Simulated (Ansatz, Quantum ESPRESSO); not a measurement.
# Dysprosium (P6_3/mmc): zone-centre phonons

Wanted: the vibrations of Dysprosium (P6_3/mmc) at Γ, by two programs.

Program: Quantum ESPRESSO 7.5. Level of theory: DFT PBE, scalar-relativistic, plane waves, PseudoDojo norm-conserving, 4f in core pseudopotentials. Results are calculated unless marked as measured.

### 1. The starting structure

The structure is hexagonal, space group P6_3/mmc (No. 194). The conventional cell has a = 3.590 Å, b = 3.590 Å, c = 5.647 Å, α = 90.00°, β = 90.00°, γ = 120.00°. Dy has 12 Dy at 3.50 to 3.59 Å nearest.

### 2. A first look

A cheap run with smearing and empty bands tells whether the crystal has a gap, which decides between fixed occupations and smearing later on.

File probe.in:

```
&control
   calculation = 'scf'
   prefix = 'x'
   outdir = './tmp'
   pseudo_dir = './pseudo'
   tprnfor = .true.
   tstress = .true.
   verbosity = 'high'
/
&system
   ibrav = 4
   celldm(1) = 6.78468371
   celldm(3) = 1.57298833
   nat = 2
   ntyp = 1
   ecutwfc = 46.0
   occupations = 'smearing'
   smearing = 'gaussian'
   degauss = 0.01
/
&electrons
   conv_thr = 1.0d-07
   mixing_beta = 0.7
   electron_maxstep = 100
/
ATOMIC_SPECIES
 Dy    162.5000  Dy.upf
ATOMIC_POSITIONS crystal
 Dy     0.333333330   0.666666670   0.250000000
 Dy     0.666666670   0.333333330   0.750000000
K_POINTS automatic
 6 6 4 0 0 0
```

Launch:

```console
$ OMP_NUM_THREADS=1 mpirun -n 2 pw.x -nk 2 -in probe.in > probe.out
```

The program printed:

```text
[banners, grids, parts of the stress and lines that vanish by symmetry left out]
Program PWSCF v.7.5
     bravais-lattice index     =            4
     lattice parameter (alat)  =       6.7847  a.u.
[...]
kinetic-energy cutoff     =      46.0000  Ry
     charge density cutoff     =     184.0000  Ry
     scf convergence threshold =      1.0E-07
[...]
Exchange-correlation= PBE
                           (   1   4   3   4   0   0   0)
[...]
24 Sym. Ops., with inversion, found (12 have fractional translation)
[...]
(     0          1          0      )
                  (     0          0          1      )
[...]
(  0.0000000  1.0000000  0.0000000 )
                  (  0.0000000  0.0000000  1.0000000 )
[...]
(     0         -1          0      )       (  0.0000000 )
[...]
(  0.0000000  0.0000000  1.0000000 )
[...]
(    -1          0          0      )
                  (     0          0          1      )
[...]
( -0.8660254 -0.5000000  0.0000000 )
                  (  0.0000000  0.0000000  1.0000000 )
[...]
number of k points=    21  Gaussian smearing, width (Ry)=  0.0100
[...]
End of self-consistent calculation
[...]
the Fermi energy is    10.3381 ev
!    total energy              =    -173.63375895 Ry
[...]
convergence has been achieved in   5 iterations
[...]
atom    1 type  1   force =     0.00000000    0.00000000    0.00000000
     atom    2 type  1   force =    -0.00000000    0.00000000    0.00000000
[...]
Total force =     0.000000     Total SCF correction =     0.000000
[...]
total   stress  (Ry/bohr**3)                   (kbar)     P=       -0.06
[...]
XML data file, charge density, pseudopotentials, collected wavefunctions

   JOB DONE.
```

Elapsed: 4.8 s, on 2 MPI ranks of Arm Neoverse V1, shared host.

This step gave:

| Quantity | Value |
| --- | --- |
| volume per atom | 31.52 Å³ |
| pressure | -0.006333 GPa |
| gap on the k-mesh | 0 eV |

No gap opens on this mesh, so smearing is kept; the start stands at -0.0063 GPa.

### 3. Relaxing the cell and atoms

The relaxation runs at a cutoff a fifth above that of the response, since stress converges more slowly with the basis than frequencies do. Forces and stress are brought to rest with tight thresholds.

File relax.in:

```
&control
   calculation = 'vc-relax'
   prefix = 'x'
   outdir = './tmp'
   pseudo_dir = './pseudo'
   tprnfor = .true.
   tstress = .true.
   forc_conv_thr = 2.0d-05
   etot_conv_thr = 1.0d-07
   nstep = 40
/
&system
   ibrav = 4
   celldm(1) = 6.78468371
   celldm(3) = 1.57298833
   nat = 2
   ntyp = 1
   ecutwfc = 55
   occupations = 'smearing'
   smearing = 'mv'
   degauss = 0.02
/
&electrons
   conv_thr = 1.0d-11
   mixing_beta = 0.7
   electron_maxstep = 100
/
&ions
/
&cell
   press_conv_thr = 0.2
/
ATOMIC_SPECIES
 Dy    162.5000  Dy.upf
ATOMIC_POSITIONS crystal
 Dy     0.333333330   0.666666670   0.250000000
 Dy     0.666666670   0.333333330   0.750000000
K_POINTS automatic
 12 12 6 0 0 0
```

Launch:

```console
$ OMP_NUM_THREADS=1 mpirun -n 2 pw.x -nk 2 -in relax.in > relax.out
```

The program printed:

```text
[banners, grids, parts of the stress and lines that vanish by symmetry left out]
[banner, memory and clock lines left out]
Program PWSCF v.7.5

[...]
kinetic-energy cutoff     =      55.0000  Ry
     charge density cutoff     =     220.0000  Ry
     scf convergence threshold =      1.0E-11
[...]
energy convergence thresh.=      1.0E-07
     force convergence thresh. =      2.0E-05
     press convergence thresh. =      2.0E-01
     Exchange-correlation= PBE
                           (   1   4   3   4   0   0   0)
[...]
24 Sym. Ops., with inversion, found (12 have fractional translation)
[...]
number of k points=    76  Marzari-Vanderbilt smearing, width (Ry)=  0.0200
[...]
End of self-consistent calculation
[...]
the Fermi energy is    10.2986 ev
!    total energy              =    -173.63252952 Ry
[...]
convergence has been achieved in   8 iterations
[...]
atom    1 type  1   force =     0.00000000   -0.00000000    0.00000000
     atom    2 type  1   force =     0.00000000    0.00000000    0.00000000
     Total force =     0.000000     Total SCF correction =     0.000000
[...]
total   stress  (Ry/bohr**3)                   (kbar)     P=       -0.93
[...]
number of bfgs steps    =   0
[...]
CELL_PARAMETERS (alat=  6.78468371)
[...]
ATOMIC_POSITIONS (crystal)
Dy               0.3333333300        0.6666666700        0.2500000000
Dy               0.6666666700        0.3333333300        0.7500000000
[...]
New effective cutoffs (rho, wfc):  219.86   55.05
[...]
End of self-consistent calculation
[...]
the Fermi energy is    10.3040 ev
!    total energy              =    -173.63253647 Ry
[...]
convergence has been achieved in   4 iterations
[...]
atom    1 type  1   force =    -0.00000000   -0.00000000    0.00000000
     atom    2 type  1   force =     0.00000000    0.00000000   -0.00000000
     Total force =     0.000000     Total SCF correction =     0.000000
[...]
total   stress  (Ry/bohr**3)                   (kbar)     P=       -0.72
[...]
number of bfgs steps    =   1
[...]
WARNING: bfgs curvature condition failed, Theta= 0.908
[...]
CELL_PARAMETERS (alat=  6.78468371)
[...]
ATOMIC_POSITIONS (crystal)
Dy               0.3333333300        0.6666666700        0.2500000000
Dy               0.6666666700        0.3333333300        0.7500000000
[...]
New effective cutoffs (rho, wfc):  219.94   55.12
[...]
End of self-consistent calculation
[...]
the Fermi energy is    10.3094 ev
!    total energy              =    -173.63254319 Ry
[...]
convergence has been achieved in   5 iterations
[...]
atom    1 type  1   force =    -0.00000000   -0.00000000    0.00000000
     atom    2 type  1   force =     0.00000000   -0.00000000   -0.00000000
     Total force =     0.000000     Total SCF correction =     0.000000
[...]
total   stress  (Ry/bohr**3)                   (kbar)     P=       -0.51
[...]
number of bfgs steps    =   2
[...]
CELL_PARAMETERS (alat=  6.78468371)
[...]
ATOMIC_POSITIONS (crystal)
[...]
New effective cutoffs (rho, wfc):  220.04   55.24
[...]
End of self-consistent calculation
[...]
the Fermi energy is    10.3164 ev
[...]
!    total energy              =    -173.63256331 Ry
[...]
convergence has been achieved in   4 iterations
[...]
atom    1 type  1   force =     0.00000000    0.00000000   -0.00000000
     atom    2 type  1   force =    -0.00000000   -0.00000000    0.00000000
     Total force =     0.000000     Total SCF correction =     0.000000
[...]
total   stress  (Ry/bohr**3)                   (kbar)     P=        0.38
[...]
number of bfgs steps    =   6
[...]
the Fermi energy is    10.3242 ev
!    total energy              =    -173.63256368 Ry
[...]
convergence has been achieved in   4 iterations
[...]
atom    1 type  1   force =    -0.00000000   -0.00000000    0.00000000
     atom    2 type  1   force =     0.00000000    0.00000000   -0.00000000
     Total force =     0.000000     Total SCF correction =     0.000000
[...]
total   stress  (Ry/bohr**3)                   (kbar)     P=        0.22
[...]
number of bfgs steps    =   7
[...]
New effective cutoffs (rho, wfc):  220.78   55.60
[...]
the Fermi energy is    10.3177 ev
!    total energy              =    -173.63256386 Ry
[...]
convergence has been achieved in   5 iterations
[...]
atom    1 type  1   force =     0.00000000    0.00000000    0.00000000
     atom    2 type  1   force =     0.00000000    0.00000000    0.00000000
     Total force =     0.000000     Total SCF correction =     0.000000
[...]
total   stress  (Ry/bohr**3)                   (kbar)     P=        0.00
[...]
number of bfgs steps    =   8
[...]
small trust_radius: resetting bfgs history
[...]
CELL_PARAMETERS (alat=  6.78468371)
[...]
ATOMIC_POSITIONS (crystal)
[...]
New effective cutoffs (rho, wfc):  220.78   55.60
[...]
End of self-consistent calculation
[...]
the Fermi energy is    10.3177 ev
!    total energy              =    -173.63256386 Ry
[...]
convergence has been achieved in   1 iterations
[...]
atom    1 type  1   force =    -0.00000000   -0.00000000    0.00000000
     atom    2 type  1   force =     0.00000000    0.00000000   -0.00000000
     Total force =     0.000000     Total SCF correction =     0.000000
[...]
total   stress  (Ry/bohr**3)                   (kbar)     P=        0.00
[...]
bfgs converged in  10 scf cycles and   9 bfgs steps
[...]
End of BFGS Geometry Optimization
     Final enthalpy           =    -173.6325638608 Ry
     File ./tmp/x.bfgs deleted, as requested
[...]
CELL_PARAMETERS (alat=  6.78468371)
[...]
ATOMIC_POSITIONS (crystal)
Dy               0.3333333300        0.6666666700        0.2500000000
Dy               0.6666666700        0.3333333300        0.7500000000
[...]
Final scf calculation at the relaxed structure.
[...]
kinetic-energy cutoff     =      55.0000  Ry
     charge density cutoff     =     220.0000  Ry
     scf convergence threshold =      1.0E-13
[...]
press convergence thresh. =      2.0E-01
     Exchange-correlation= PBE
                           (   1   4   3   4   0   0   0)
[...]
24 Sym. Ops., with inversion, found (12 have fractional translation)
[...]
number of k points=    76  Marzari-Vanderbilt smearing, width (Ry)=  0.0200
[...]
c_bands:  1 eigenvalues not converged
     c_bands:  1 eigenvalues not converged
     c_bands:  1 eigenvalues not converged
[...]
End of self-consistent calculation
[...]
the Fermi energy is    10.3177 ev
!    total energy              =    -173.63256374 Ry
[...]
convergence has been achieved in   9 iterations
[...]
atom    1 type  1   force =    -0.00000000   -0.00000000    0.00000000
     atom    2 type  1   force =     0.00000000    0.00000000   -0.00000000
     Total force =     0.000000     Total SCF correction =     0.000000
[...]
total   stress  (Ry/bohr**3)                   (kbar)     P=        0.00
[...]
XML data file, charge density, pseudopotentials, collected wavefunctions
```

Run time: 3.7 min. Hardware: 2 MPI ranks.

Step by step:

```tsv
step	energy less that of the first step (eV)	largest force (eV/Å)	pressure (GPa)	volume (Å³)
1	0.0000	0.0000	-0.09	63.04
2	-0.0001	0.0000	-0.07	63.01
3	-0.0002	0.0000	-0.05	62.98
4	-0.0003	0.0000	-0.02	62.95
5	-0.0004	0.0000	0.01	62.89
6	-0.0005	0.0000	0.04	62.86
7	-0.0005	0.0000	0.04	62.87
8	-0.0005	0.0000	0.02	62.89
9	-0.0005	0.0000	0.00	62.93
10	-0.0005	0.0000	0.00	62.93
11	-0.0005	0.0000	0.00	62.93
```

```tsv
conventional cell, symmetrised	before	after	change
a (Å)	3.590	3.597	+0.2 %
b (Å)	3.590	3.597	+0.2 %
c (Å)	5.647	5.615	-0.6 %
volume (Å³/atom)	31.52	31.46	-0.2 %
```

Final coordinates:

```
CELL_PARAMETERS angstrom
3.59715 0.00000 0.00000
-1.79858 3.11523 0.00000
0.00000 0.00000 5.61534
ATOMIC_POSITIONS crystal
Dy 0.33333 0.66667 0.25000
Dy 0.66667 0.33333 0.75000
```

The last row of the table of steps is pw.x's closing run on a basis chosen anew for the final cell, so its energy can jump.

Read from the output:

- volume per atom: 31.46 Å³
- pressure: 3.33e-4 GPa

### 4. Self-consistent run for the response

The response is built on this ground state, so it is converged far tighter than an energy would need. Smearing stays on, as the first look found no gap above 0.3 eV.

File scf.in:

```
&control
   calculation = 'scf'
   prefix = 'x'
   outdir = './tmp'
   pseudo_dir = './pseudo'
   tprnfor = .true.
   tstress = .true.
/
&system
   ibrav = 4
   celldm(1) = 6.79763287
   celldm(3) = 1.56105104
   nat = 2
   ntyp = 1
   ecutwfc = 46.0
   occupations = 'smearing'
   smearing = 'mv'
   degauss = 0.02
/
&electrons
   conv_thr = 1.0d-12
   mixing_beta = 0.7
   electron_maxstep = 100
/
ATOMIC_SPECIES
 Dy    162.5000  Dy.upf
ATOMIC_POSITIONS crystal
 Dy     0.333333333   0.666666667   0.250000000
 Dy     0.666666667   0.333333333   0.750000000
K_POINTS automatic
 12 12 6 0 0 0
```

Launch:

```console
$ OMP_NUM_THREADS=1 mpirun -n 2 pw.x -nk 2 -in scf.in > scf.out
```

The program printed:

```text
[banners, grids, parts of the stress and lines that vanish by symmetry left out]
[banner, memory and clock lines left out]
Program PWSCF v.7.5

[...]
kinetic-energy cutoff     =      46.0000  Ry
     charge density cutoff     =     184.0000  Ry
     scf convergence threshold =      1.0E-12
[...]
Exchange-correlation= PBE
                           (   1   4   3   4   0   0   0)
[...]
24 Sym. Ops., with inversion, found (12 have fractional translation)
[...]
number of k points=    76  Marzari-Vanderbilt smearing, width (Ry)=  0.0200
[...]
End of self-consistent calculation
[...]
the Fermi energy is    10.3179 ev
!    total energy              =    -173.63236045 Ry
[...]
convergence has been achieved in   9 iterations
[...]
atom    1 type  1   force =     0.00000000    0.00000000    0.00000000
     atom    2 type  1   force =    -0.00000000   -0.00000000    0.00000000
     Total force =     0.000000     Total SCF correction =     0.000000
[...]
total   stress  (Ry/bohr**3)                   (kbar)     P=       -1.16
[...]
XML data file, charge density, pseudopotentials, collected wavefunctions
```

Run time: 21 s. Hardware: 2 MPI ranks.

Numbers from this step:

```
pressure : -0.1163 GPa
```

The cell stands at -0.12 GPa, close enough for phonons.

[end of part 1 of 2]

[Host names and launcher messages were left out of these logs when they were recorded.]

[Logs are printed without paths, hosts, clocks, repeated set-up lines and the standing remarks that a program may print on its own settings, such as how far it seeks lower states.]

[Hosts, paths, dates, database ids (printed as entryN), source tags and the programs' standing remarks are cut or masked in the printed files.]
